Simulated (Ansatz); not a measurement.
# From HSE06 to G0W0: VBiO4 (I4_1/a)

Wanted: the gap of VBiO4 (I4_1/a) with a many-body correction, and the time that it takes.

Calculated with Ansatz 0.2.0; HSE06, then G0W0 on it, plane waves, PAW.

### 1. Starting point

The structure is tetragonal, space group I4_1/a (No. 88). Conventional cell: a = 5.122 Å, b = 5.122 Å, c = 11.592 Å, α = 90.00°, β = 90.00°, γ = 90.00°. V has 4 O at 1.73 Å nearest. Bi has 8 O at 2.42 to 2.47 Å nearest. Nearest to O lie 1 V at 1.73 Å and 2 Bi at 2.42 to 2.47 Å. Farther neighbours and most contacts between anions are not listed.

The cell and positions are those that the Materials Project relaxed with its own functionals (PBE, PBE+U or r2SCAN), kept fixed. Spin-orbit coupling is left out unless a step names it.

The logs state that the PAW files were generated under PBE.

### 2. HSE06 levels on the mesh and at listed points

HSE06 mixes in a quarter of exact exchange at short range.

This step: DFT, HSE06, plane waves, PAW; PAW set soft_1.

input.yaml reads:

```yaml
crystal:
  lattice:
    - [-2.56105292, 2.56105292, 5.7960647]
    - [2.56105292, -2.56105292, 5.7960647]
    - [2.56105292, 2.56105292, -5.7960647]
  atoms:
    - { symbol: V, position: [0.5, 0.5, 0.0] }
    - { symbol: V, position: [0.25, 0.75, 0.5] }
    - { symbol: Bi, position: [0.0, 0.0, 0.0] }
    - { symbol: Bi, position: [0.75, 0.25, 0.5] }
    - { symbol: O, position: [0.17085109, 0.56190276, 0.89100626] }
    - { symbol: O, position: [0.31190276, 0.9208965, 0.89105167] }
    - { symbol: O, position: [0.02984483, 0.42085109, 0.10894833] }
    - { symbol: O, position: [0.6708965, 0.27984483, 0.10899374] }
    - { symbol: O, position: [0.0791035, 0.97015517, 0.39100626] }
    - { symbol: O, position: [0.72015517, 0.82914891, 0.39105167] }
    - { symbol: O, position: [0.57914891, 0.68809724, 0.60899374] }
    - { symbol: O, position: [0.43809724, 0.3291035, 0.60894833] }
kpoints:
  mp_grid: { grid: [4, 4, 4] }
  band_path:
    path:
      - [0.0, 0.0, 0.0]
      - [0.0, 0.0, 0.5]
      - [0.25, 0.25, 0.25]
      - [0.0, 0.5, 0.0]
      - [0.5, 0.5, -0.5]
      - [0.29881021, 0.70118979, -0.29881021]
      - [-0.29881021, 0.29881021, 0.29881021]
      - [-0.09762042, 0.09762042, 0.5]
      - [0.0, 0.0, 0.35]
      - [0.1666666667, -0.1666666667, -0.3333333333]
      - [-0.239048168, 0.239048168, 0.239048168]
    npoints: 1
hamiltonian:
  xc: hse06
  pseudopotentials: { kind: paw, azcp: { folder: soft_1 } }
scf:
  occupations: { method: fixed }
  n_extra_bands: 8
output:
  eigenvalues: true
```

Run with:

```sh
$ ansatz run input.yaml --threads 2 --pin off --max-ram 92160MiB --backend cuda --events-out ev --progress --plain --runs-dir out --devices 1 --max-vram 13GiB
```

Numbers of over 12 decimals in the logs are rounded to 6 here.

The program printed:

```text
scf.n_extra_bands = 8 over 52 filled bands (N_el = 104.0): the run solves 60 bands
GPUs: using 1 of 1 available (devices: 1).
Engine: ansatz 0.2.0, x86_64-unknown-linux-gnu
Pseudopotentials: kind: paw
Pseudopotential: V, paw, valence charge 13, recommended cutoff 420 eV (normal), soft_1/V.paw.azcp
Pseudopotential: Bi, paw, valence charge 15, recommended cutoff 420 eV (normal), soft_1/Bi.paw.azcp
Pseudopotential: O, paw, valence charge 6, recommended cutoff 420 eV (normal), soft_1/O.paw.azcp
Functional definition: HSE06
  parameter a = 0.25
  parameter omega = 0.11/bohr
  exchange = pbe_x - a*pbe_x_sr(omega) + a*exact_x_sr(omega)
  correlation = pbe_c
davidson cushion auto → on  (no smearing: the cushion is to keep the highest requested band from converging to the state above it; pin scf.eigensolver.cushion to override)
device memory: the entry about to start is reckoned to put 2.9 GiB on a device that reports 49.4 GiB free (of which the cap on the GPU budget leaves the run 13.0 GiB)
GPU FFT provider: cuFFT
GPU libraries: cuBLAS 13.8.2, cuFFT 12.4.0, cuSOLVER 12.3.4
Crystal: 12 atoms, lattice volume = 152.065 Å³
Basis set: ecut = 420 eV, 2995 PW (Γ)
Bands: 60, of which v1, the nominal top of the filled ones, is band 52 counted from 1 (51 counted from 0)
Symmetry: 8 space group operations
Space group: I41/a (ITA 88), of the structure as read, at distance tolerance 5.3e-5 Å
k-points: 14 of 64
Non-local potential: V, projectors of the file, l = 0: 3, l = 1: 2, l = 2: 3, l = 3: 1
Non-local potential: Bi, projectors of the file, l = 0: 2, l = 1: 2, l = 2: 2, l = 3: 1
Non-local potential: O, projectors of the file, l = 0: 2, l = 1: 2, l = 2: 1
PAW form: soft (Blöchl's): semilocal exchange-correlation on the pseudo side does not see the compensation charge
PAW frozen core: V, regenerated for the run's functional, and the local potential with it (the file was generated under x = pbe(κ = 0.804, μ = 0.219515), c = pbe(β = 0.066725))
PAW frozen core: Bi, regenerated for the run's functional, and the local potential with it (the file was generated under x = pbe(κ = 0.804, μ = 0.219515), c = pbe(β = 0.066725))
PAW frozen core: O, regenerated for the run's functional, and the local potential with it (the file was generated under x = pbe(κ = 0.804, μ = 0.219515), c = pbe(β = 0.066725))
PAW one-centre angular grid: V, 590 points (default); XC on 64 Gauss nodes
PAW one-centre angular grid: Bi, 590 points (default); XC on 64 Gauss nodes
PAW one-centre angular grid: O, 110 points (default); XC on 96 Gauss nodes
Initial density: superposition of atomic densities (chi_scale 0.1, normalization cell, long waves kept (reshape's long-wave potential 0.01 eV rms))
Initial wavefunctions: pseudopotential atomic-orbital guess
GPU buffer pool allocated for 110592 grid points (all kernels)
GPU transforms: local potential and band sums: pruned to the plane-wave sphere, on 45×45×45
Functional: x = pbe(κ = 0.804, μ = 0.219515), c = pbe(β = 0.066725), warm-up for x = pbe(κ = 0.804, μ = 0.219515) + 0.25 (exact − pbe) at short range (hse, ω = 0.207870 Å⁻¹), c = pbe(β = 0.066725); HSE06 as pw.x's `hse` composes it (authors' and Libxc's form: `xc: wpbeh`)
SCF iter   1: F=—  HF=-35169.109350 eV  |F-HF|=—  |Δ(HF+E_count)|=         —  Δρ=7.80e-2  dr2=1.63e1  ethr=1.00e-1  ⟨swp⟩=4.0  Hψ=2581  notcnv=0
preconditioner: auto → none  [insulator: Δε(μ)=1.403 eV  Ē_g=12.583 eV  n_scr=36 (ndim 8)  ℏωp=28.2 eV  f_vac=0.000]
SCF iter   2: F=—  HF=-35174.285857 eV  |F-HF|=—  |Δ(HF+E_count)|=    5.18e0  Δρ=1.35e-1  dr2=4.18e1  ethr=1.57e-2  ⟨swp⟩=4.0  Hψ=2431  notcnv=0  recentre
SCF iter   3: F=—  HF=-35166.616510 eV  |F-HF|=—  |Δ(HF+E_count)|=    7.67e0  Δρ=3.52e-2  dr2=2.05e0  ethr=1.57e-2  ⟨swp⟩=4.0  Hψ=2175  notcnv=0
iter 4 solved again at ethr=1.06e-4 eV; its pass at ethr=1.98e-3 eV (dr2=1.11e-1 eV) is discarded
SCF iter   4: F=—  HF=-35166.461454 eV  |F-HF|=—  |Δ(HF+E_count)|=   1.55e-1  Δρ=1.27e-2  dr2=1.09e-1  ethr=1.06e-4  ⟨swp⟩=3.8  Hψ=3837  notcnv=0
SCF iter   5: F=—  HF=-35166.515997 eV  |F-HF|=—  |Δ(HF+E_count)|=   5.45e-2  Δρ=4.05e-3  dr2=1.46e-2  ethr=1.04e-4  ⟨swp⟩=3.0  Hψ=2181  notcnv=0
SCF iter   6: F=—  HF=-35166.519746 eV  |F-HF|=—  |Δ(HF+E_count)|=   3.75e-3  Δρ=3.96e-3  dr2=2.98e-2  ethr=1.41e-5  ⟨swp⟩=4.0  Hψ=2439  notcnv=0
SCF iter   7: F=—  HF=-35166.516753 eV  |F-HF|=—  |Δ(HF+E_count)|=   2.99e-3  Δρ=1.78e-3  dr2=5.94e-3  ethr=1.41e-5  ⟨swp⟩=2.2  Hψ=1856  notcnv=0
SCF iter   8: F=-35166.515819 eV  HF=-35166.516104 eV  |F-HF|=2.86e-4  |Δ(HF+E_count)|=   6.49e-4  Δρ=3.84e-4  dr2=2.92e-4  ethr=5.71e-6  ⟨swp⟩=3.0  Hψ=1958  notcnv=0
SCF 1 stopped early in 8 iterations: F = -35166.515819 eV  dr2 = 2.92e-4
  greatest PAW one-centre occupation: 1.000 electrons in one spin orbital (limit 2), on the V atom at site 1 (counted from 0), in its partial waves of l = 0
device memory: the entry about to start is reckoned to put 3.7 GiB (of the 3.8 GiB reckoned in all, the device holds 0.1 GiB already) on a device that reports 49.3 GiB free (of which the cap on the GPU budget leaves the run 13.0 GiB)
GPU FFT provider: cuFFT
GPU libraries: cuBLAS 13.8.2, cuFFT 12.4.0, cuSOLVER 12.3.4
Initial density: handed on by an earlier stage of this run
Initial wavefunctions: those handed on with the density
GPU buffer pool allocated for 110592 grid points (all kernels)
GPU transforms: local potential and band sums: pruned to the plane-wave sphere, on 45×45×45
Functional: x = pbe(κ = 0.804, μ = 0.219515) + 0.25 (exact − pbe) at short range (hse, ω = 0.207870 Å⁻¹), c = pbe(β = 0.066725); HSE06 as pw.x's `hse` composes it (authors' and Libxc's form: `xc: wpbeh`)
Exchange kernel: α = 0.2500, screened, ω = 0.2079 Å⁻¹, Wigner–Seitz truncation, v(0) = 1046.0974 eV·Å³, q-mesh 4×4×4, nearest image of the exchange supercell L = 20.49 Å, pair-density grid 32×32×32, without the augmentation charges, whose exchange is taken in its separable form by FFT convolution over the k-point mesh (sized by the pseudopotential files, 36×40×30 at the most), smooth part of the exact exchange by density-matrix convolution in up to 5.15 GiB of GPU memory as planned if the GPU has room (build and FFT work areas not counted)
Frozen-core exchange: fock
SCF iter   1: F=—  HF=-35168.595649 eV  |F-HF|=—  |Δ(HF+E_count)|=         —  Δρ=3.67e-2  dr2=3.00e0  ethr=2.80e-6  ⟨swp⟩=8.0  Hψ=4700  notcnv=0
preconditioner: auto → none  [insulator: Δε(μ)=4.016 eV  Ē_g=16.059 eV  n_scr=36 (ndim 8)  ℏωp=28.2 eV  f_vac=0.028]
[...]
SCF iter   3: F=—  HF=-35168.140484 eV  |F-HF|=—  |Δ(HF+E_count)|=   7.07e-2  Δρ=3.53e-3  dr2=2.35e-2  ethr=2.80e-6  ⟨swp⟩=4.1  Hψ=3135  notcnv=0
SCF iter   4: F=—  HF=-35168.135352 eV  |F-HF|=—  |Δ(HF+E_count)|=   5.13e-3  Δρ=5.51e-4  dr2=7.92e-4  ethr=2.80e-6  ⟨swp⟩=4.0  Hψ=2595  notcnv=0
SCF iter   5: F=—  HF=-35168.138772 eV  |F-HF|=—  |Δ(HF+E_count)|=   3.42e-3  Δρ=1.35e-3  dr2=3.25e-3  ethr=2.07e-7  ⟨swp⟩=4.0  Hψ=2821  notcnv=0
SCF iter   6: F=—  HF=-35168.138218 eV  |F-HF|=—  |Δ(HF+E_count)|=   5.54e-4  Δρ=2.64e-4  dr2=1.63e-4  ethr=2.07e-7  ⟨swp⟩=4.0  Hψ=2953  notcnv=0
SCF iter   7: F=-35168.138193 eV  HF=-35168.138195 eV  |F-HF|=2.13e-6  |Δ(HF+E_count)|=   2.26e-5  Δρ=4.32e-5  dr2=1.90e-5  ethr=1.10e-7  ⟨swp⟩=2.0  Hψ=1848  notcnv=0
SCF 2 stopped early in 7 iterations: F = -35168.138193 eV  dr2 = 1.90e-5
hybrid outer 1: dexx = +8.042e-2 eV, tail = 2.98e-4 eV
GPU FFT provider: cuFFT
GPU libraries: cuBLAS 13.8.2, cuFFT 12.4.0, cuSOLVER 12.3.4
GPU buffer pool allocated for 110592 grid points (all kernels)
GPU transforms: local potential and band sums: pruned to the plane-wave sphere, on 45×45×45
Exchange kernel: α = 0.2500, screened, ω = 0.2079 Å⁻¹, Wigner–Seitz truncation, v(0) = 1046.0974 eV·Å³, q-mesh 4×4×4, nearest image of the exchange supercell L = 20.49 Å, pair-density grid 32×32×32, without the augmentation charges, whose exchange is taken in its separable form by FFT convolution over the k-point mesh (sized by the pseudopotential files, 36×40×30 at the most), smooth part of the exact exchange by density-matrix convolution in up to 5.15 GiB of GPU memory as planned if the GPU has room (build and FFT work areas not counted)
Frozen-core exchange: fock
SCF iter   1: F=—  HF=-35168.136830 eV  |F-HF|=—  |Δ(HF+E_count)|=         —  Δρ=2.60e-4  dr2=1.35e-4  ethr=1.43e-6  ⟨swp⟩=3.0  Hψ=1979  notcnv=0
preconditioner: auto → none  [insulator: Δε(μ)=3.343 eV  Ē_g=15.472 eV  n_scr=36 (ndim 8)  ℏωp=28.2 eV  f_vac=0.030]
iter 2 solved again at ethr=1.27e-9 eV; its pass at ethr=1.24e-7 eV (dr2=1.32e-6 eV) is discarded
SCF iter   2: F=—  HF=-35168.136811 eV  |F-HF|=—  |Δ(HF+E_count)|=   1.88e-5  Δρ=4.06e-5  dr2=2.47e-6  ethr=1.27e-9  ⟨swp⟩=4.1  Hψ=4706  notcnv=0
SCF iter   3: F=—  HF=-35168.136819 eV  |F-HF|=—  |Δ(HF+E_count)|=   7.78e-6  Δρ=3.40e-5  dr2=1.99e-6  ethr=1.16e-9  ⟨swp⟩=5.6  Hψ=2590  notcnv=0  defer=2
SCF iter   4: F=-35168.136819 eV  HF=-35168.136819 eV  |F-HF|=3.16e-8  |Δ(HF+E_count)|=   3.44e-7  Δρ=6.51e-6  dr2=9.21e-8  ethr=1.16e-9  ⟨swp⟩=3.1  Hψ=1972  notcnv=0
SCF 3 converged in 4 iterations: F = -35168.136819 eV  dr2 = 9.21e-8
hybrid outer 2: dexx = +9.921e-6 eV, tail = 3.09e-7 eV, Δε = 3.07e-3 eV (about 1.12e-4 eV left of the loop's levels)
the search or the solves at the SCF's close seem to have found levels that the self-consistency loop had missed (the run counts 2). By its estimate they hold under 1e-12 electrons; where the run keeps them, the occupations were computed again with them
device memory: the entry about to start is reckoned to put 1.4 GiB on a device that reports 46.6 GiB free (of which the cap on the GPU budget leaves the run 13.0 GiB)
NSCF: frozen V_eff on 11 k-points
hybrid SCF converged: 2 outer / 11 inner (+8 warm-up), last move |dexx| = 9.92e-6 eV, tail = 3.09e-7 eV
Stability not checked: this state was not tested for a lower state beside it, because the functional holds exact exchange (a hybrid, or Hartree-Fock), whose exchange loop this test does not read (fock_operator; see scf.lower_state_search)
Free energy (F): -35168.136820 eV
Frozen-core exchange: fock
Harris-Foulkes:  -35168.136820 eV  (|F-HF|=3.16e-8)
Internal energy: -35168.136820 eV  (E = F + TS)
E sigma→0 (E₀):  -35168.136820 eV
Fermi energy:    8.040617 eV
--- Per-component energies (eV) ---
  E_band       = -893.962707
  E_kinetic    = 2438.154549
  E_local      = -7636.593577  (includes V_loc(G=0)·N_el)
  E_nonlocal   = 1375.393515
  E_hartree    = 2880.658343
  E_xc         = -891.430802
  E_vxc        = -1026.514406  (∫ρ·V_xc dr)
  E_exx        = -315.919880  (= α·E_x^exact, valence–valence)
  E_paw        = -24767.542593  (= ΣΔE_a)
  E_vpaw       = -1173.889065  (= ΣTr[D̂ρ^β])
  E_aug_tail   = 0.008491  (compensation charges beyond the density's cutoff)
  E_ewald      = -8250.592868
  E_core_change = -0.272000  (= ΣΔE_core)
  E_smearing   = -0.000000  (= −TS)
  E_closure    = -0.000000  (closes the sum)
  Σ components = -35168.136820   (vs F -35168.136820, Δ=0.00e0)
--- Band table (eV; the first three rows and the last of 14) ---
  k-point 0: bands = [... 48 lower, 7.0598, 7.0598, 7.0688, 7.4216, 11.6088, 12.0832, 12.4449, 12.7202, ... 4 higher]
  k-point 1: bands = [... 48 lower, 6.6936, 6.7275, 7.1735, 8.0157, 11.7753, 11.8713, 12.0025, 12.3688, ... 4 higher]
  k-point 2: bands = [... 48 lower, 6.8165, 6.8165, 7.7701, 7.7701, 12.0565, 12.0565, 12.2688, 12.2688, ... 4 higher]
  k-point 13: bands = [... 48 lower, 6.9283, 6.9283, 6.9895, 6.9895, 12.2379, 12.2379, 12.3010, 12.3010, ... 4 higher]
```

Wall time 81 s (1 × NVIDIA H100 80GB HBM3 (shared by 6 runs) with 2 threads of AMD EPYC 7R13 (Zen 3), shared host); peak memory 1.9 GiB; 2.1 min of CPU time.

In the SCF lines HF is the Harris–Foulkes energy and dr2 the Hartree energy of the density residual, in eV; the loop may stop once dr2 is under the threshold and the program's other checks hold. Hψ counts applications of the Hamiltonian.

This step gave:

```
gap                     : 3.204 eV
valence top at          : k = (0.000, 0.000, 0.350)
conduction bottom at    : k = (0.167, -0.167, -0.333)
least direct gap        : 3.305 eV
exact-exchange fraction : 0.25
```

Over mesh and listed points the gap is 3.204 eV, from k = (0.000, 0.000, 0.350) to k = (0.167, -0.167, -0.333). The least direct gap found is 3.305 eV, at k = (-0.239, 0.239, 0.239). On the 4×4×4 mesh alone the same run gives 3.339 eV, so that mesh misses an edge of HSE06: 3.339 − 3.204 = +0.135 eV.

(Part 1 of 2 ends here.)

[Paths, hosts, dates, memory and timing lines, banners, echoed tables and standing remarks are left out of the program output.]

[Logs are printed without paths, hosts, clocks, repeated set-up lines and the standing remarks that a program may print on its own settings, such as how far it seeks lower states.]

[Runs of the session that timed out or met a known fault of the program may be left out.]

[Cells called generated may have been cut or substituted from an entry of the Crystallography Open Database or the Materials Project.]

[Hosts, paths, dates, database ids (printed as entryN), source tags and the programs' standing remarks are cut or masked in the printed files.]

[Where an RPA ε∞ is given, it is that of the G0W0 mesh and is not shown converged in it. Names of k-points follow the symmetry that the program found, which can be lower than the space group named. Band edges on a path are those of the sampled points; other points can move an edge, and change direct to indirect where valleys lie close.]

[Hybrid gaps are those of their k-mesh and are not shown converged in it.]
